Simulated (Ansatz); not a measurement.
**Li2PtSe2 (built on the sites of a database entry of Rb2PdSe2): from the cell to its phonons**

How does Li2PtSe2 (built on the sites of a database entry of Rb2PdSe2) vibrate, and is this structure a minimum?

Main program and level: Ansatz 0.2.0; DFT PBEsol, scalar-relativistic, plane waves, PAW.

The structure was built from a prototype and need not be the compound's stable phase.

## Step 1: Set-up

Symmetry: Immm, No. 71, orthorhombic system. Conventional cell: a = 2.920 Å, b = 5.880 Å, c = 7.800 Å, α = 90.00°, β = 90.00°, γ = 90.00°. Nearest to Li lie 6 Se at 2.69 to 2.70 Å and 2 Pt at 2.80 Å and 2 Li at 2.92 Å. Pt has 4 Se at 1.92 Å nearest. Nearest to Se lie 2 Pt at 1.92 Å and 1 Se at 2.50 Å and 6 Li at 2.69 to 2.70 Å. Farther neighbours and most contacts between anions are not listed.

## Step 2: Coarse relaxation

A rough relaxation comes first, because large forces or stress need no tight tolerances yet.

input.yaml

```yaml
crystal:
  lattice:
    - [-1.46023, 2.94017, 3.90015]
    - [1.46023, -2.94017, 3.90015]
    - [1.46023, 2.94017, -3.90015]
  atoms:
    - { symbol: Li, position: [0.69403938, 0.19403938, 0.5] }
    - { symbol: Li, position: [0.30596062, 0.80596062, 0.5] }
    - { symbol: Pt, position: [0.0, 0.0, 0.0] }
    - { symbol: Se, position: [0.2127809, 0.5, 0.7127809] }
    - { symbol: Se, position: [0.7872191, 0.5, 0.2872191] }
kpoints:
  mp_grid: { grid: [8, 8, 8] }
hamiltonian:
  xc: pbesol
scf:
  occupations: { method: gaussian, width: 0.1 }
output:
  forces: true
  stress: true
  eigenvalues: true
relax:
  adjacent_minimum: "off"
  f_tol: 0.05
  max_steps: 80
  cell: { stress_tol: 0.5 }
```

On the command line:

```sh
ansatz run input.yaml --threads 8 --pin off --max-ram 14336MiB --backend cpu --events-out ev --progress --plain --runs-dir out
```

Numbers of over 12 decimals in the logs are rounded to 6 here.

The program printed:

```text
The last accepted step is kept in <dir> (removed where the run ends without a failure and the disk answers)
Engine: ansatz 0.2.0, x86_64-unknown-linux-gnu
Pseudopotentials: kind: paw
Pseudopotential: Li, paw, valence charge 3, recommended cutoff 420 eV (normal), Li.paw.azcp
Pseudopotential: Pt, paw, valence charge 18, recommended cutoff 420 eV (normal), Pt.paw.azcp
[...]
cell:  # Å, volume = 94.3862 Å³
    - [-1.790840, 3.350600, 3.932506]
    - [1.790840, -3.350600, 3.932506]
    - [1.790840, 3.350600, -3.932506]
  atoms:
    - { symbol: Li, position: [0.724441, 0.224441, 0.5] }
    - { symbol: Li, position: [0.275559, 0.775559, 0.500000] }
    - { symbol: Pt, position: [6.218942360969924e-19, 5.33393053717565e-19, 0] }
    - { symbol: Se, position: [0.250855, 0.5, 0.750855] }
    - { symbol: Se, position: [0.749145, 0.5, 0.249145] }
[key lines of the parts left out:]
SCF converged after 6 iterations
Free energy (F): -23642.072779 eV
Fermi energy:    8.588559 eV
P = ⅓ Tr σ = 0.2919 GPa (2.919 kbar)
```

Wall time 16 s (8 threads of Intel Xeon Platinum 8375C at 2.90GHz (Ice Lake), shared host); peak memory 0.75 GiB.

Step by step:

```
step  energy less that of the first step (eV)  largest force component (eV/Å)  pressure (GPa)  volume (Å³)
   1                                   0.0000                         29.0205          147.67        66.98
   2                                 -11.9078                          9.6530           59.05        72.58
   3                                 -14.7289                          4.4080           29.68        78.24
   4                                 -16.0581                          1.4194           11.13        85.04
   5                                 -16.4045                          0.4250            3.42        89.85
   6                                 -16.4698                          0.0665            0.27        92.21
   7                                 -16.4729                          0.0341           -0.28        92.88
  8*                                 -16.5437                          0.0356            0.99        92.88
   9                                 -16.5546                          0.0147            0.30        94.39
 10*                                 -16.5548                          0.0149            0.29        94.39
```

Relaxation steps marked * repeat the geometry before them on a plane-wave basis chosen anew for their cell, so energy and pressure can jump there.

The run keeps the 8 symmetry operations that it works with, so distortions that break them were not tested.

```
     cell as run  before   after   change
           a (Å)   5.098   5.468   +7.3 %
           b (Å)   5.098   5.468   +7.3 %
           c (Å)   5.098   5.468   +7.3 %
           α (°)  146.71  141.76   -3.4 %
           β (°)  109.56  104.42   -4.7 %
           γ (°)   80.18   88.02   +9.8 %
volume (Å³/atom)   13.40   18.88  +40.9 %
```

The atoms that moved most (Å, as changes of fractional coordinates times the final cell):

```
atom     dx      dy      dz  length
 Se5  0.000  -0.255   0.000   0.255
 Se4  0.000   0.255   0.000   0.255
 Li2  0.000   0.000  -0.239   0.239
 Li1  0.000   0.000   0.239   0.239
```

The relaxed structure:

```xyz
5
Lattice="-1.7908 3.3506 3.9325 1.7908 -3.3506 3.9325 1.7908 3.3506 -3.9325" Properties=species:S:1:pos:R:3 pbc="T T T"
Li    0.0000    3.3506    1.7652
Li    1.7908    0.0000    2.1673
Pt    0.0000    0.0000    0.0000
Se    1.7908    1.6810    0.0000
Se    0.0000    1.6696    3.9325
```

Numbers from this step:

* pressure: 0.2919 GPa
* volume per atom: 18.88 Å³
* gap on the k-mesh: 0 eV

In this step the volume went from 13.40 to 18.88 Å³/atom.

## Step 3: Relaxation

Harmonic phonons are second derivatives at a point where the forces vanish, and they are wanted at zero stress, so atoms and cell are relaxed first.

input.yaml

```yaml
crystal:
  lattice:
    - [-1.7908397371, 3.3505998522, 3.9325056901]
    - [1.7908397371, -3.3505998522, 3.9325056901]
    - [1.7908397371, 3.3505998522, -3.9325056901]
  atoms:
    - { symbol: Li, position: [0.7244413891, 0.2244413891, 0.5] }
    - { symbol: Li, position: [0.2755586109, 0.7755586109, 0.5] }
    - { symbol: Pt, position: [0.0, 0.0, 0.0] }
    - { symbol: Se, position: [0.2508553081, 0.5, 0.7508553081] }
    - { symbol: Se, position: [0.7491446919, 0.5, 0.2491446919] }
kpoints:
  mp_grid: { grid: [12, 12, 12] }
hamiltonian:
  xc: pbesol
scf:
  occupations: { method: gaussian, width: 0.1 }
output:
  forces: true
  stress: true
  eigenvalues: true
relax:
  adjacent_minimum: "off"
  f_tol: 0.005
  max_steps: 80
  cell: { stress_tol: 0.05 }
```

The program printed:

```text
[...]
Crystal: 5 atoms, lattice volume = 94.386 Å³
Basis set: ecut = 420 eV, 1839 PW (Γ), exchange–correlation on 80×80×80 points (8 copies of the dense FFT grid, shifted against one another)
Bands: 34, of which v1, the nominal top of the filled ones, is band 28 counted from 1 (27 counted from 0)
Symmetry: 8 space group operations
[...]
k-points: 280 of 1728
[...]
cell:  # Å, volume = 94.9031 Å³
    - [-1.796360, 3.356823, 3.934582]
    - [1.796360, -3.356823, 3.934582]
    - [1.796360, 3.356823, -3.934582]
  atoms:
    - { symbol: Li, position: [0.724687, 0.224687, 0.5] }
    - { symbol: Li, position: [0.275313, 0.775313, 0.500000] }
    - { symbol: Pt, position: [0, 0, 0] }
    - { symbol: Se, position: [0.250120, 0.5, 0.750120] }
    - { symbol: Se, position: [0.749880, 0.5, 0.249880] }
[key lines of the parts left out:]
SCF converged after 6 iterations
Free energy (F): -23642.072500 eV
Fermi energy:    8.546144 eV
P = ⅓ Tr σ = -0.0111 GPa (-0.111 kbar)
```

Run time: 23 s. Hardware: 8 threads; peak memory 1.1 GiB; 2.9 min of CPU time.

The steps of the relaxation:

```
step  energy less that of the first step (eV)  largest force component (eV/Å)  pressure (GPa)  volume (Å³)
   1                                   0.0000                          0.0136            0.29        94.39
   2                                   0.0002                          0.0204           -0.20        95.37
   3                                  -0.0005                          0.0033            0.02        94.83
   4                                  -0.0005                          0.0024           -0.01        94.90
  5*                                  -0.0006                          0.0024           -0.01        94.90
```

Relaxation steps marked * repeat the geometry before them on a plane-wave basis chosen anew for their cell, so energy and pressure can jump there. Relaxation step 2 was tried and not accepted.

Forces are held to the 8 operations that the run works with; a distortion that breaks them can't arise in this run.

```
conventional cell, symmetrised  before  after  change
                         a (Å)   3.582  3.593  +0.3 %
                         b (Å)   6.701  6.714  +0.2 %
                         c (Å)   7.865  7.869  +0.1 %
              volume (Å³/atom)   18.88  18.98  +0.5 %
```

Final coordinates:

```xyz
5
Lattice="-1.7964 3.3568 3.9346 1.7964 -3.3568 3.9346 1.7964 3.3568 -3.9346" Properties=species:S:1:pos:R:3 pbc="T T T"
Li    0.0000    3.3568    1.7681
Li    1.7964    0.0000    2.1665
Pt    0.0000    0.0000    0.0000
Se    1.7964    1.6792    0.0000
Se    0.0000    1.6776    3.9346
```

This step gave:

```yaml
pressure: -0.01106 GPa
volume_per_atom: 18.98 Å³
```

In this step the volume went from 18.88 to 18.98 Å³/atom.

## Step 4: Tight relaxation

Phonons need a cell at rest on their own settings, so the relaxation is repeated with tight tolerances on forces and stress, using the mesh and the filling of the phonon run that follows.

input.yaml

```yaml
crystal:
  lattice:
    - [-1.7963599492, 3.3568225007, 3.9345822793]
    - [1.7963599492, -3.3568225007, 3.9345822793]
    - [1.7963599492, 3.3568225007, -3.9345822793]
  atoms:
    - { symbol: Li, position: [0.7246871191, 0.2246871191, 0.5] }
    - { symbol: Li, position: [0.2753128809, 0.7753128809, 0.5] }
    - { symbol: Pt, position: [0.0, 0.0, 0.0] }
    - { symbol: Se, position: [0.2501198116, 0.5, 0.7501198116] }
    - { symbol: Se, position: [0.7498801884, 0.5, 0.2498801884] }
kpoints:
  mp_grid: { grid: [12, 12, 12] }
hamiltonian:
  xc: pbesol
scf:
  occupations: { method: methfessel_paxton, width: 0.2 }
output:
  forces: true
  stress: true
  eigenvalues: true
relax:
  adjacent_minimum: "off"
  f_tol: 0.001
  max_steps: 60
  cell: { stress_tol: 0.01 }
```

The program printed:

```text
[...]
Crystal: 5 atoms, lattice volume = 94.903 Å³
Basis set: ecut = 420 eV, 1849 PW (Γ), exchange–correlation on 80×80×80 points (8 copies of the dense FFT grid, shifted against one another)
Bands: 34, of which v1, the nominal top of the filled ones, is band 28 counted from 1 (27 counted from 0)
[... 1 set-up line as in the run before ...]
[...]
k-points: 280 of 1728
[...]
cell:  # Å, volume = 94.9139 Å³
    - [-1.796369, 3.357065, 3.934725]
    - [1.796369, -3.357065, 3.934725]
    - [1.796369, 3.357065, -3.934725]
  atoms:
    - { symbol: Li, position: [0.724889, 0.224889, 0.500000] }
    - { symbol: Li, position: [0.275111, 0.775111, 0.5] }
    - { symbol: Pt, position: [0, 0, 0] }
    - { symbol: Se, position: [0.250056, 0.5, 0.750056] }
    - { symbol: Se, position: [0.749944, 0.500000, 0.249944] }
[key lines of the parts left out:]
SCF converged after 7 iterations
Free energy (F): -23642.071307 eV
Fermi energy:    8.522832 eV
P = ⅓ Tr σ = -0.0006 GPa (-0.006 kbar)
```

Elapsed: 18 s, on 8 threads; peak memory 1.1 GiB.

Little changed from the start: no atom moved by 0.005 Å and no cell edge by 0.1 %.

This step gave:

- pressure: -5.80e-4 GPa

The largest force component left is 0.80 meV/Å and the pressure is -0.001 GPa, within the tolerances set. The cell now holds 18.98 Å³/atom.

## Step 5: Linear response at the zone centre

The zone centre is the only wavevector solved here; it holds the modes that light can see, as far as symmetry allows. No field response is asked, since the mesh shows no gap.

input.yaml

```yaml
crystal:
  lattice:
    - [-1.7963689909, 3.3570653113, 3.9347253246]
    - [1.7963689909, -3.3570653113, 3.9347253246]
    - [1.7963689909, 3.3570653113, -3.9347253246]
  atoms:
    - { symbol: Li, position: [0.7248885453, 0.2248885453, 0.5] }
    - { symbol: Li, position: [0.2751114547, 0.7751114547, 0.5] }
    - { symbol: Pt, position: [0.0, 0.0, 0.0] }
    - { symbol: Se, position: [0.2500564852, 0.5, 0.7500564852] }
    - { symbol: Se, position: [0.7499435148, 0.5, 0.2499435148] }
kpoints:
  mp_grid: { grid: [12, 12, 12] }
hamiltonian:
  xc: pbesol
scf:
  occupations: { method: methfessel_paxton, width: 0.2 }
output:
  eigenvalues: true
phonons:
  method: dfpt
```

The program printed:

```text
zone centre: on kpoints.mp_grid the ground state, and the responses unless they are solved on pairs of k-points, stand on 476 of the mesh's 1728 k-points, reduced under 2 symmetry operations, with k and −k counted as one. Each operation leaves every solved displacement unchanged or reverses it
[...]
Crystal: 5 atoms, lattice volume = 94.914 Å³
Basis set: ecut = 420 eV, 1849 PW (Γ), exchange–correlation on 80×80×80 points (8 copies of the dense FFT grid, shifted against one another)
Bands: 34, of which v1, the nominal top of the filled ones, is band 28 counted from 1 (27 counted from 0)
[... 1 set-up line as in the run before ...]
k-points: 476 of 1728 (irreducible under 2 space group operations, time reversal used)
[...]
SCF iter   1: F=—  HF=-23642.073727 eV  |F-HF|=—  |Δ(HF+E_count)|=         —  Δρ=3.10e-3  dr2=1.05e-2  ethr=1.77e-3  ⟨swp⟩=5.3  Hψ=60148  notcnv=0
[...]
SCF iter  12: F=-23642.071307 eV  HF=-23642.071307 eV  |F-HF|=7.28e-12  |Δ(HF+E_count)|=  3.64e-12  S|Δr|=    0.00e0  Δρ=3.77e-8  dr2=2.03e-12  ethr=1.00e-12  ⟨swp⟩=8.8  Hψ=75647  notcnv=0
SCF 1 converged in 12 iterations: F = -23642.071307 eV  dr2 = 2.03e-12
[...]
DFPT response loops at Γ: preconditioner auto → Kerker (q_TF=auto, 2.499 Å⁻¹) (partly filled bands, converged f_vac=0.008); β = 1.00, the filter's whole step (`scf.mixing.beta` (0.50) is not read by the response loops under this deck's `scf.mixing.preconditioner`; to damp them name `kerker` or `kerker_dos`, under which they read `scf.mixing.beta`, and type it under 1.00, their step now; both keys bind the ground state too); Broyden in place of MSR1
SCF converged after 12 iterations
[...]
Free energy (F): -23642.071307 eV
[...]
Internal energy: -23642.073611 eV  (E = F + TS)
E sigma→0 (E₀):  -23642.071883 eV
Entropy (-TS):   0.002303 eV (0.461 meV/atom)
Fermi energy:    8.522831 eV
[...]
--- Band table (eV; the first three rows and the last of 476) ---
  k-point 0: bands = [... 24 lower, 6.0364, 7.1290, 7.7089, 7.9433, 10.1645, 10.8635, 11.0512, 13.8941, ... 2 higher]
  k-point 1: bands = [... 24 lower, 6.5067, 6.9574, 7.6712, 7.8723, 10.2648, 10.5074, 11.3427, 14.0181, ... 2 higher]
  k-point 2: bands = [... 24 lower, 6.6644, 7.0513, 7.5584, 7.6764, 9.6796, 10.5224, 12.1288, 13.3180, ... 2 higher]
  k-point 475: bands = [... 24 lower, 6.0431, 6.7854, 8.0032, 8.6432, 11.2250, 11.5046, 11.8160, 13.2594, ... 2 higher]
--- Phonons (Γ-DFPT): 9 representative perturbations + reference, on 476 of 1728 k-points (Σ response iterations 33) ---
  k mesh reduced under 2 symmetry operations, with k and −k counted as one. Each operation leaves every solved displacement unchanged or reverses it
  ASR residual: 2.272e-5 → 0.000e0 eV/Å²; symmetrization residual: 1.191e-6 eV/Å²
  ASR residual per site (eV/Å²): 8.76e-6 8.76e-6 2.27e-5 1.26e-5 1.26e-5
  Γ frequencies (cm⁻¹): 0.00 0.00 0.00 23.19 40.40 84.70 108.28 119.20 127.87 174.05 206.05 208.44 224.24 266.55 287.30
  non-analytic LO–TO correction: not included (Born effective charges unavailable; polar crystals: no LO–TO splitting at Γ)
```

The job ended after 3 min (8 threads; peak memory 4.6 GiB; 21 min of CPU time).

This step gave:

```
sum-rule residual before enforcement                    : 2.27e-5 eV/Å²
point group                                             : mmm
highest optical mode at the zone centre (no LO-TO term) : 287.3 cm⁻¹
lowest optical zone-centre mode                         : 23.19 cm⁻¹
```

Patterns of degenerate modes are one choice out of their space. The modes at Γ (shares of kinetic energy by element, %):

```
mode  frequency (cm⁻¹)  symmetry  Li %  Pt %  Se %
   1               0.0  acoustic     4    53    43
   2               0.0  acoustic     4    53    43
   3               0.0  acoustic     4    53    43
   4              23.2       B3g    35     0    65
   5              40.4       B2u    96     3     1
   6              84.7       B3u    92     0     8
   7             108.3       B1u     1    46    52
   8             119.2       B2g   100     0     0
   9             127.9       B3g    65     0    35
  10             174.1       B1g     0     0   100
  11             206.1        Ag     3     0    97
  12             208.4       B2u     0    44    56
  13             224.2       B3u     4    47    49
  14             266.6       B1u    95     0     5
  15             287.3        Ag    97     0     3
```

Displacements in mode 4 (23.2 cm⁻¹), the largest set to 1:
```
Li1  0.00  1.00  0.00
Li2  0.00 -1.00  0.00
Pt3  0.00  0.00  0.00
Se4  0.00  0.00  0.41
Se5  0.00  0.00 -0.41
```

Displacements in mode 14 (266.6 cm⁻¹), the largest set to 1:
```
Li1  0.00  0.00  1.00
Li2  0.00  0.00  1.00
Pt3  0.00  0.00 -0.02
Se4  0.00  0.00 -0.07
Se5  0.00  0.00 -0.07
```

Before it was imposed, the acoustic sum rule was missed by 2.3e-5 eV/Å². Small misses are needed for a sound result but don't prove that mesh and cutoff are converged. The lowest optical mode is real, 23.2 cm⁻¹.

## Step 6: Another isotope, element Li, natural mass 6.94 amu

An isotope changes the mass and not the force constants, so no new electronic calculation is needed; the shifts show which modes move this element.

The same force constants with the mass of Li changed from 6.940 to 6.015 u (phonopy, no LO-TO term). Both lists are sorted by frequency; levels can cross, so a row need not hold one and the same mode. Modes under 3 cm⁻¹ are left out. Isotope shifts, by row:

```
    q  rank  natural mass (cm⁻¹)  changed mass (cm⁻¹)
0 0 0     4                23.19                23.75
0 0 0     5                 40.4                43.28
0 0 0     6                 84.7                90.46
0 0 0     7                108.3                108.4
0 0 0     8                119.2                  128
0 0 0     9                127.9                134.1
0 0 0    10                174.1                174.1
0 0 0    11                206.1                206.5
0 0 0    12                208.4                208.4
0 0 0    13                224.2                  225
0 0 0    14                266.6                285.3
0 0 0    15                287.3                  308
```

A mode of this element alone would shift by +7.41 %. The highest zone-centre frequency without the field goes from 287.3 to 308.0 cm⁻¹ (+7.2 %). The product of the frequency ratios over all optical modes at Γ is 1.524; the product rule, (m/m′)^(3k/2) (M′/M)^(3/2) with k = 2 such atoms and M the mass of the cell, gives 1.524.

## Step 7: Another isotope, element Se, natural mass 78.971 amu

The same for Se, from 78.97 to 81.92 u.

A mode of this element alone would shift by -1.81 %. The highest zone-centre frequency without the field goes from 287.3 to 287.1 cm⁻¹ (-0.1 %). The product of the frequency ratios over all optical modes at Γ is 0.918; the product rule, (m/m′)^(3k/2) (M′/M)^(3/2) with k = 2 such atoms and M the mass of the cell, gives 0.918.

## Step 8: Summary of results

```yaml
space_group_after_relaxation_within_0p01_a: Immm
volume_per_atom: 19.0 Å³
electronic_character: no gap on this mesh
highest_optical_mode_at_the_zone_centre_no_lo_to_term: 287 cm⁻¹
lowest_optical_zone_centre_mode: 23.2 cm⁻¹
imaginary_modes_at_gamma_the_only_wavevector_solved: none
```

The structure is stable against zone-centre distortions, since no mode there is imaginary; runs at other wavevectors are not part of this account. The optical modes at Γ span 23 to 287 cm⁻¹. The dispersion is not part of this account. The highest mode in this list at Γ, 287.3 cm⁻¹, is mostly motion of Li (97 % of the kinetic energy). With no gap, or one that is small against the smearing, the frequencies hang on the k mesh and the smearing, most of all near Kohn anomalies. Spin-orbit coupling is left out, which can matter for the heavy elements here. The starting cell was built on a prototype and not taken from a measurement, so the phase need not exist. These are harmonic frequencies at zero temperature: anharmonic shifts, linewidths and thermal expansion are left out.

[Logs are printed without paths, hosts, clocks, repeated set-up lines and the standing remarks that a program may print on its own settings, such as how far it seeks lower states.]

[Hosts, paths, dates, database ids (printed as entryN), source tags and the programs' standing remarks are cut or masked in the printed files.]
